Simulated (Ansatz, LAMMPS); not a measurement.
## A frame of aqueous N(CH3)4+ and TFSI-, 0.9 mol of salt per kg of water from 300 K (215 atoms): where an added charge goes

Does an extra electron or hole in a frame of aqueous N(CH3)4+ and TFSI-, 0.9 mol of salt per kg of water from 300 K (215 atoms) stay spread out, or do the atoms trap it?

Method: Kohn-Sham DFT, PBE+D4, PAW (set soft_2), plane waves, in Ansatz 0.2.0.

**1. The structure**

The cell holds 215 atoms: 6 C, 2 N, 134 H, 2 S, 65 O and 6 F. Cell: a = 13.029 Å, b = 13.029 Å, c = 13.029 Å, α = 90.0°, β = 90.0°, γ = 90.0°. 61 H2O, 1 N(CH3)4+, 1 TFSI- placed at random, at 1.09 g/cm³; overlaps pushed apart, then 10 ps at 420 K with MMFF94 bonds, angles, torsions, charges and radii (Halgren, J. Comput. Chem. 17, 490 (1996)) in harmonic and 12-6 forms; SPC/E water (Berendsen, Grigera and Straatsma, J. Phys. Chem. 91, 6269 (1987)); charges of ions scaled by 0.85. Snapshot after 20 ps at 300 K and fixed volume.

What the set-up can't give: The network of contacts between molecules at the start is that of the classical potential that made the cell, and needn't be the one that DFT or experiment would give. Sampling is at Γ alone, for a cell whose shortest periodic width is 13 Å. The liquid is relaxed first, so the results are those of a frozen frame at zero temperature.

**2. Single point at the start**

The forces at the start show how far the geometry lies from a minimum of this functional.

The input, input.yaml:

```yaml
crystal:
  lattice:
    - [13.02916, 0.0, 0.0]
    - [0.0, 13.02916, 0.0]
    - [0.0, 0.0, 13.02916]
  atoms:
    - { symbol: C, position: [0.60526, 0.89452, 0.10557] }
    - { symbol: "N", position: [0.66857, 0.84104, 0.02402] }
    - { symbol: C, position: [0.64299, 0.72796, 0.0223] }
    - { symbol: C, position: [0.78019, 0.85738, 0.03991] }
    - { symbol: C, position: [0.64899, 0.894, 0.92546] }
    - { symbol: H, position: [0.61684, 0.97788, 0.10817] }
    - { symbol: H, position: [0.62814, 0.85757, 0.17599] }
    - { symbol: H, position: [0.52777, 0.88031, 0.09019] }
    - { symbol: H, position: [0.56143, 0.72167, 0.0042] }
    - { symbol: H, position: [0.70271, 0.68503, 0.97623] }
    - { symbol: H, position: [0.64889, 0.69752, 0.10455] }
    - { symbol: H, position: [0.81868, 0.8456, 0.96507] }
    - { symbol: H, position: [0.80159, 0.80387, 0.09985] }
    - { symbol: H, position: [0.7833, 0.93856, 0.07223] }
    - { symbol: H, position: [0.67958, 0.97353, 0.92598] }
    - { symbol: H, position: [0.68468, 0.85138, 0.86038] }
    - { symbol: H, position: [0.56711, 0.90421, 0.91219] }
    - { symbol: "N", position: [0.87393, 0.12955, 0.14072] }
    - { symbol: S, position: [0.84455, 0.07996, 0.24596] }
    - { symbol: O, position: [0.90186, 0.98532, 0.26613] }
    - { symbol: O, position: [0.73336, 0.07976, 0.26538] }
    - { symbol: C, position: [0.90532, 0.17686, 0.32737] }
    - { symbol: F, position: [0.97031, 0.13231, 0.39415] }
    - { symbol: F, position: [0.8316, 0.22794, 0.38092] }
    - { symbol: F, position: [0.95923, 0.24914, 0.27406] }
    - { symbol: S, position: [0.79175, 0.21304, 0.10328] }
    - { symbol: O, position: [0.77293, 0.29929, 0.17312] }
    - { symbol: O, position: [0.69551, 0.17256, 0.05609] }
    - { symbol: C, position: [0.85567, 0.27469, 0.00123] }
    - { symbol: F, position: [0.88262, 0.20409, 0.92858] }
    - { symbol: F, position: [0.94307, 0.3265, 0.03346] }
    - { symbol: F, position: [0.79395, 0.34557, 0.96088] }
    [... 177 atom lines left out ...]
    - { symbol: O, position: [0.3636, 0.06971, 0.66803] }
    - { symbol: H, position: [0.42157, 0.10706, 0.70172] }
    - { symbol: H, position: [0.32635, 0.11748, 0.6209] }
    - { symbol: O, position: [0.36927, 0.80604, 0.22144] }
    - { symbol: H, position: [0.38668, 0.7801, 0.29155] }
    - { symbol: H, position: [0.3008, 0.77858, 0.20028] }
kpoints:
  mp_grid: { grid: [1, 1, 1] }
hamiltonian:
  xc: pbe
  dispersion: d4
scf:
  occupations: { method: gaussian, width: 0.05 }
output:
  forces: true
```

The run is started by

```console
ansatz run input.yaml --threads 4 --pin off --max-ram 8192MiB --backend cpu --events-out ev --progress --plain --runs-dir out
```

Numbers of over 12 decimals in the logs are rounded to 6 here.

Output:

```text
[...]
Pseudopotentials: kind: paw
Pseudopotential: C, paw, valence charge 4, recommended cutoff 420 eV (normal), C.paw.azcp
Pseudopotential: N, paw, valence charge 5, recommended cutoff 420 eV (normal), N.paw.azcp
Pseudopotential: H, paw, valence charge 1, recommended cutoff 420 eV (normal), H.paw.azcp
Pseudopotential: S, paw, valence charge 6, recommended cutoff 420 eV (normal), S.paw.azcp
Pseudopotential: O, paw, valence charge 6, recommended cutoff 420 eV (normal), O.paw.azcp
Pseudopotential: F, paw, valence charge 7, recommended cutoff 420 eV (normal), F.paw.azcp
[... 5 lines on functional and potentials left out ...]
Crystal: 215 atoms, lattice volume = 2211.817 Å³
Basis set: ecut = 420 eV, 43387 PW (Γ), exchange–correlation on 180×180×180 points (8 copies of the dense FFT grid, shifted against one another)
Bands: 521, of which v1, the nominal top of the filled ones, is band 306 counted from 1 (305 counted from 0)
Symmetry: 1 space group operations
Space group: P1 (ITA 1), of the structure as read, at distance tolerance 1.3e-4 Å
k-points: 1
[... 13 lines on functional and potentials left out ...]
Initial density: superposition of atomic densities (neutral atoms: chi_scale 0, normalization atom), corrected by the library's trained network
Initial wavefunctions: pseudopotential atomic-orbital guess
[...]
SCF iter   1: F=—  HF=-47963.658182 eV  |F-HF|=—  |Δ(HF+E_count)|=         —  Δρ=3.72e-3  dr2=4.98e-1  ethr=1.77e-3  ⟨swp⟩=6.0  Hψ=2542  notcnv=0  defer=73
preconditioner: auto → Resta (q_TF=auto, 2.202 Å⁻¹)  ε∞=2.2  [insulator: Δε(μ)=4.089 eV  Ē_g=17.334 eV  σ=0.050 eV  W_gap=1.00  n_scr=388 (ndim 8)  ℏωp=19.3 eV  f_vac=0.280  D(μ)=0.00/eV (n_scr^D=0)  ε∞_Penn≈2.2]
SCF iter   2: F=—  HF=-47963.465594 eV  |F-HF|=—  |Δ(HF+E_count)|=   1.93e-1  Δρ=1.84e-3  dr2=1.17e-1  ethr=8.13e-5  ⟨swp⟩=2.0  Hψ=847  notcnv=0  defer=206
SCF iter   3: F=—  HF=-47963.411075 eV  |F-HF|=—  |Δ(HF+E_count)|=   5.45e-2  Δρ=9.60e-4  dr2=3.47e-2  ethr=1.91e-5  ⟨swp⟩=3.0  Hψ=630  notcnv=0  defer=39
automatic band count: iteration 3 solves 354 bands in place of 521: the levels show a gap, and the empty bands left out lie too high to hold charge; the band table lists the bands solved (type scf.n_extra_bands for more)
SCF iter   4: F=—  HF=-47963.398416 eV  |F-HF|=—  |Δ(HF+E_count)|=   1.27e-2  Δρ=3.84e-4  dr2=4.02e-3  ethr=5.66e-6  ⟨swp⟩=2.0  Hψ=711  notcnv=0  defer=41
SCF iter   5: F=—  HF=-47963.397659 eV  |F-HF|=—  |Δ(HF+E_count)|=   7.57e-4  Δρ=2.58e-4  dr2=1.38e-3  ethr=6.58e-7  ⟨swp⟩=3.0  Hψ=676  notcnv=0  defer=41
[...]
SCF iter   9: F=—  HF=-47963.397976 eV  |F-HF|=—  |Δ(HF+E_count)|=   2.28e-8  Δρ=3.34e-6  dr2=2.26e-7  ethr=5.08e-10  ⟨swp⟩=3.0  Hψ=617  notcnv=0  defer=41
SCF iter  10: F=-47963.397976 eV  HF=-47963.397976 eV  |F-HF|=3.34e-8  |Δ(HF+E_count)|=   6.25e-8  Δρ=1.87e-6  dr2=7.10e-8  ethr=1.63e-11  ⟨swp⟩=5.0  Hψ=1315  notcnv=0
SCF 1 converged in 10 iterations: F = -47963.397976 eV  dr2 = 7.10e-8
[...]
SCF converged after 10 iterations
Free energy (F): -47963.397976 eV
Harris-Foulkes:  -47963.397976 eV  (|F-HF|=3.34e-8)
Internal energy: -47963.397976 eV  (E = F + TS)
E sigma→0 (E₀):  -47963.397976 eV
Fermi energy:    0.434815 eV
--- Per-component energies (eV) ---
[...]
Σ components = -47963.397976   (vs F -47963.397976, Δ=0.00e0)
--- Forces (eV/Å), atoms counted from 1 ---
  atom   1  C      1.49410656    -0.15936205     0.08387374
  atom   2  N     -0.23124367     0.69254695    -0.48519514
  atom   3  C      0.70231918    -0.46531728     1.41300716
  atom   4  C     -0.15521480     1.07261884     1.04971353
[...]
atom 215  H      0.88109523     0.21031631     0.56748198
  max |Σ_I F_I| component: 2.91e-4 eV/Å
```

The job ended after 25 s (4 threads of Intel Xeon 6975P-C (Granite Rapids), shared host; peak memory 3.3 GiB; 92 s of CPU time).

The r.m.s. force at the start is 0.56 eV/Å.

**3. Relaxation**

The atoms are relaxed in the fixed cell, aiming at the force tolerance of the input.

The input, input.yaml:

```yaml
crystal:
  lattice:
    - [13.02916, 0.0, 0.0]
    - [0.0, 13.02916, 0.0]
    - [0.0, 0.0, 13.02916]
  atoms:
    [... the 215 atom lines of step 2 ...]
kpoints:
  mp_grid: { grid: [1, 1, 1] }
hamiltonian:
  xc: pbe
  dispersion: d4
scf:
  occupations: { method: gaussian, width: 0.05 }
output:
  forces: true
relax:
  f_tol: 0.06
  max_steps: 150
```

Output:

```text
[...]
Crystal: 215 atoms, lattice volume = 2211.817 Å³
Basis set: ecut = 420 eV, 43387 PW (Γ), exchange–correlation on 180×180×180 points (8 copies of the dense FFT grid, shifted against one another)
Bands: 521, of which v1, the nominal top of the filled ones, is band 306 counted from 1 (305 counted from 0)
Symmetry: 1 space group operations
[...]
k-points: 1
[...]
SCF iter   1: F=—  HF=-47963.658183 eV  |F-HF|=—  |Δ(HF+E_count)|=         —  Δρ=3.72e-3  dr2=4.98e-1  ethr=1.77e-3  ⟨swp⟩=6.0  Hψ=2542  notcnv=0  defer=73
[...]
SCF iter   6: F=—  HF=-47963.397978 eV  |F-HF|=—  |Δ(HF+E_count)|=   2.63e-4  Δρ=7.74e-5  dr2=1.29e-4  ethr=2.17e-7  ⟨swp⟩=3.0  Hψ=571  notcnv=0  defer=208
SCF iter   7: F=-47963.397974 eV  HF=-47963.397972 eV  |F-HF|=1.19e-6  |Δ(HF+E_count)|=   5.64e-6  Δρ=2.38e-5  dr2=1.04e-5  ethr=1.47e-8  ⟨swp⟩=3.0  Hψ=1455  notcnv=0
SCF 1 converged in 7 iterations: F = -47963.397974 eV  dr2 = 1.04e-5
[...]
relax step   1: F+E_penalty+E_count = -47963.39797365 eV  Δ(F+E_penalty+E_count) = +0.000e0 eV  max|allowed force component| = 2.695e0 eV/Å  Δτ_max = 0.0000 Å  (7 SCF iters, dr2 threshold 9.00e-5 eV, accepted)
[...]
relax step   2: F+E_penalty+E_count = -47968.01219873 eV  Δ(F+E_penalty+E_count) = -4.614e0 eV  max|allowed force component| = 1.765e0 eV/Å  Δτ_max = 0.1950 Å  (7 SCF iters, dr2 threshold 1.00e-4 eV, accepted)
[...]
relax step   3: F+E_penalty+E_count = -47970.30509912 eV  Δ(F+E_penalty+E_count) = -2.293e0 eV  max|allowed force component| = 1.249e0 eV/Å  Δτ_max = 0.1944 Å  (7 SCF iters, dr2 threshold 1.00e-4 eV, accepted)
relax step   4: F+E_penalty+E_count = -47971.19210173 eV  Δ(F+E_penalty+E_count) = -8.870e-1 eV  max|allowed force component| = 1.266e0 eV/Å  Δτ_max = 0.1950 Å  (7 SCF iters, dr2 threshold 1.00e-4 eV, accepted)
relax step   5: F+E_penalty+E_count = -47971.71176638 eV  Δ(F+E_penalty+E_count) = -5.197e-1 eV  max|allowed force component| = 9.789e-1 eV/Å  Δτ_max = 0.2000 Å  (7 SCF iters, dr2 threshold 1.00e-4 eV, accepted)
relax step   6: F+E_penalty+E_count = -47972.16071568 eV  Δ(F+E_penalty+E_count) = -4.489e-1 eV  max|allowed force component| = 9.511e-1 eV/Å  Δτ_max = 0.1944 Å  (7 SCF iters, dr2 threshold 1.00e-4 eV, accepted)
relax step   7: F+E_penalty+E_count = -47972.46348801 eV  Δ(F+E_penalty+E_count) = -3.028e-1 eV  max|allowed force component| = 1.261e0 eV/Å  Δτ_max = 0.1947 Å  (7 SCF iters, dr2 threshold 1.00e-4 eV, accepted)
relax step   8: F+E_penalty+E_count = -47972.67941611 eV  Δ(F+E_penalty+E_count) = -2.159e-1 eV  max|allowed force component| = 9.356e-1 eV/Å  Δτ_max = 0.2000 Å  (6 SCF iters, dr2 threshold 1.00e-4 eV, accepted)
relax step   9: F+E_penalty+E_count = -47972.90661500 eV  Δ(F+E_penalty+E_count) = -2.272e-1 eV  max|allowed force component| = 7.833e-1 eV/Å  Δτ_max = 0.1901 Å  (6 SCF iters, dr2 threshold 1.00e-4 eV, accepted)
relax step  10: F+E_penalty+E_count = -47973.04623319 eV  Δ(F+E_penalty+E_count) = -1.396e-1 eV  max|allowed force component| = 6.542e-1 eV/Å  Δτ_max = 0.1970 Å  (6 SCF iters, dr2 threshold 1.00e-4 eV, accepted)
relax step  11: F+E_penalty+E_count = -47973.14946305 eV  Δ(F+E_penalty+E_count) = -1.032e-1 eV  max|allowed force component| = 7.720e-1 eV/Å  Δτ_max = 0.1951 Å  (6 SCF iters, dr2 threshold 1.00e-4 eV, accepted)
relax step  12: F+E_penalty+E_count = -47973.28896158 eV  Δ(F+E_penalty+E_count) = -1.395e-1 eV  max|allowed force component| = 4.809e-1 eV/Å  Δτ_max = 0.2000 Å  (6 SCF iters, dr2 threshold 1.00e-4 eV, accepted)
relax step  13: F+E_penalty+E_count = -47973.38581925 eV  Δ(F+E_penalty+E_count) = -9.686e-2 eV  max|allowed force component| = 4.590e-1 eV/Å  Δτ_max = 0.1900 Å  (6 SCF iters, dr2 threshold 8.97e-5 eV, accepted)
relax step  14: F+E_penalty+E_count = -47973.43107281 eV  Δ(F+E_penalty+E_count) = -4.525e-2 eV  max|allowed force component| = 6.008e-1 eV/Å  Δτ_max = 0.1927 Å  (7 SCF iters, dr2 threshold 8.17e-5 eV, accepted)
relax step  15: F+E_penalty+E_count = -47973.45562209 eV  Δ(F+E_penalty+E_count) = -2.455e-2 eV  max|allowed force component| = 8.085e-1 eV/Å  Δτ_max = 0.1930 Å  (6 SCF iters, dr2 threshold 1.00e-4 eV, accepted)
relax step  16: F+E_penalty+E_count = -47973.55255937 eV  Δ(F+E_penalty+E_count) = -9.694e-2 eV  max|allowed force component| = 2.212e-1 eV/Å  Δτ_max = 0.2000 Å  (6 SCF iters, dr2 threshold 1.00e-4 eV, accepted)
relax step  17: F+E_penalty+E_count = -47973.59780889 eV  Δ(F+E_penalty+E_count) = -4.525e-2 eV  max|allowed force component| = 4.882e-1 eV/Å  Δτ_max = 0.1945 Å  (7 SCF iters, dr2 threshold 3.67e-6 eV, accepted)
relax step  18: F+E_penalty+E_count = -47973.63779688 eV  Δ(F+E_penalty+E_count) = -3.999e-2 eV  max|allowed force component| = 7.117e-1 eV/Å  Δτ_max = 0.1893 Å  (7 SCF iters, dr2 threshold 1.78e-5 eV, accepted)
relax step  19: F+E_penalty+E_count = -47973.65654965 eV  Δ(F+E_penalty+E_count) = -1.875e-2 eV  max|allowed force component| = 6.470e-1 eV/Å  Δτ_max = 0.1949 Å  (6 SCF iters, dr2 threshold 1.00e-4 eV, accepted)
relax step  20: F+E_penalty+E_count = -47973.71078323 eV  Δ(F+E_penalty+E_count) = -5.423e-2 eV  max|allowed force component| = 2.235e-1 eV/Å  Δτ_max = 0.2000 Å  (7 SCF iters, dr2 threshold 1.00e-4 eV, accepted)
relax step  21: F+E_penalty+E_count = -47973.61383436 eV  Δ(F+E_penalty+E_count) = +9.695e-2 eV  max|allowed force component| = 3.351e-1 eV/Å  Δτ_max = 0.2000 Å  (8 SCF iters, dr2 threshold 5.96e-6 eV, rejected (line search))
relax step  22: F+E_penalty+E_count = -47973.74643683 eV  Δ(F+E_penalty+E_count) = -3.565e-2 eV  max|allowed force component| = 9.228e-2 eV/Å  Δτ_max = 0.0972 Å  (9 SCF iters, accepted)
relax step  23: F+E_penalty+E_count = -47973.75462346 eV  Δ(F+E_penalty+E_count) = -8.187e-3 eV  max|allowed force component| = 9.832e-2 eV/Å  Δτ_max = 0.0506 Å  (9 SCF iters, accepted)
relax step  24: F+E_penalty+E_count = -47973.76881280 eV  Δ(F+E_penalty+E_count) = -1.419e-2 eV  max|allowed force component| = 1.610e-1 eV/Å  Δτ_max = 0.1165 Å  (9 SCF iters, accepted)
relax step  25: F+E_penalty+E_count = -47973.78236556 eV  Δ(F+E_penalty+E_count) = -1.355e-2 eV  max|allowed force component| = 2.081e-1 eV/Å  Δτ_max = 0.1370 Å  (7 SCF iters, dr2 threshold 2.59e-5 eV, accepted)
relax step  26: F+E_penalty+E_count = -47973.80111348 eV  Δ(F+E_penalty+E_count) = -1.875e-2 eV  max|allowed force component| = 3.891e-1 eV/Å  Δτ_max = 0.1925 Å  (6 SCF iters, dr2 threshold 4.33e-5 eV, accepted)
relax step  27: F+E_penalty+E_count = -47973.83623235 eV  Δ(F+E_penalty+E_count) = -3.512e-2 eV  max|allowed force component| = 2.204e-1 eV/Å  Δτ_max = 0.1948 Å  (5 SCF iters, dr2 threshold 1.00e-4 eV, accepted)
relax step  28: F+E_penalty+E_count = -47973.87023541 eV  Δ(F+E_penalty+E_count) = -3.400e-2 eV  max|allowed force component| = 3.712e-1 eV/Å  Δτ_max = 0.1977 Å  (7 SCF iters, dr2 threshold 1.56e-5 eV, accepted)
relax step  29: F+E_penalty+E_count = -47973.88526134 eV  Δ(F+E_penalty+E_count) = -1.503e-2 eV  max|allowed force component| = 3.398e-1 eV/Å  Δτ_max = 0.1724 Å  (6 SCF iters, dr2 threshold 4.42e-5 eV, accepted)
relax step  30: F+E_penalty+E_count = -47973.89870092 eV  Δ(F+E_penalty+E_count) = -1.344e-2 eV  max|allowed force component| = 4.148e-1 eV/Å  Δτ_max = 0.1303 Å  (5 SCF iters, dr2 threshold 9.68e-5 eV, accepted)
relax step  31: F+E_penalty+E_count = -47973.91765555 eV  Δ(F+E_penalty+E_count) = -1.895e-2 eV  max|allowed force component| = 1.272e-1 eV/Å  Δτ_max = 0.0935 Å  (6 SCF iters, dr2 threshold 1.00e-4 eV, accepted)
relax step  32: F+E_penalty+E_count = -47973.92027673 eV  Δ(F+E_penalty+E_count) = -2.621e-3 eV  max|allowed force component| = 7.890e-1 eV/Å  Δτ_max = 0.1460 Å  (9 SCF iters, accepted)
relax step  33: F+E_penalty+E_count = -47973.93259150 eV  Δ(F+E_penalty+E_count) = -1.231e-2 eV  max|allowed force component| = 3.750e-1 eV/Å  Δτ_max = 0.0432 Å  (5 SCF iters, dr2 threshold 5.85e-5 eV, accepted)
relax step  34: F+E_penalty+E_count = -47973.94081783 eV  Δ(F+E_penalty+E_count) = -8.226e-3 eV  max|allowed force component| = 1.390e-1 eV/Å  Δτ_max = 0.2000 Å  (6 SCF iters, dr2 threshold 3.18e-5 eV, accepted)
relax step  35: F+E_penalty+E_count = -47973.94603802 eV  Δ(F+E_penalty+E_count) = -5.220e-3 eV  max|allowed force component| = 1.788e-1 eV/Å  Δτ_max = 0.1108 Å  (9 SCF iters, accepted)
relax step  36: F+E_penalty+E_count = -47973.94886585 eV  Δ(F+E_penalty+E_count) = -2.828e-3 eV  max|allowed force component| = 3.928e-2 eV/Å  Δτ_max = 0.0188 Å  (6 SCF iters, dr2 threshold 4.39e-6 eV, accepted)
[...]
relax step  37: F+E_penalty+E_count = -47973.94886684 eV  Δ(F+E_penalty+E_count) = -9.883e-7 eV  max|allowed force component| = 3.908e-2 eV/Å  Δτ_max = 0.0000 Å  (3 SCF iters, accepted)
SCF converged after 3 iterations
Free energy (F): -47973.948867 eV
[...]
Internal energy: -47973.948867 eV  (E = F + TS)
E sigma→0 (E₀):  -47973.948867 eV
Fermi energy:    0.245877 eV
[...]
Σ components = -47973.948867   (vs F -47973.948867, Δ=0.00e0)
--- Forces (eV/Å), atoms counted from 1 ---
  atom   1  C     -0.00030491    -0.00190866    -0.00059980
  atom   2  N     -0.00028636     0.00211642    -0.00057063
  atom   3  C      0.00174794     0.00062254     0.00051253
  atom   4  C      0.00332431     0.00533742     0.00358515
[...]
atom 215  H     -0.00070064     0.00702592     0.00154124
  max |Σ_I F_I| component: 1.84e-4 eV/Å
--- Relaxed structure (37 steps of the walk, 36 accepted, 0 SCFs on fresh bases) ---
  F+E_penalty+E_count = -47973.94886684 eV   max|allowed force component| = 3.908e-2 eV/Å
  atoms:
    - { symbol: C, position: [0.641032, 0.919263, 0.115665] }
    - { symbol: N, position: [0.672420, 0.863940, 0.019867] }
    - { symbol: C, position: [0.621673, 0.760703, 0.016921] }
    - { symbol: C, position: [0.786847, 0.850458, 0.018562] }
[...]
- { symbol: H, position: [0.395298, 0.766417, 0.140315] }
```

Run time: 13 min. Hardware: 4 threads; peak memory 3.4 GiB; 47 min of CPU time.

The relaxation converged after 37 steps, 10.6 eV below its start, with a largest force component of 0.039 eV/Å.

(Continued in part 2 of 4.)

[Logs are printed without paths, hosts, clocks, repeated set-up lines and the standing remarks that a program may print on its own settings, such as how far it seeks lower states.]

[Hosts, paths, dates, database ids (printed as entryN), source tags and the programs' standing remarks are cut or masked in the printed files.]

[The MMFF94 radii named for the starting cell were scaled by 0.96; in molecules described by MMFF94, hydrogen bound to N, O or S took a small fixed 12-6 site in their place.]
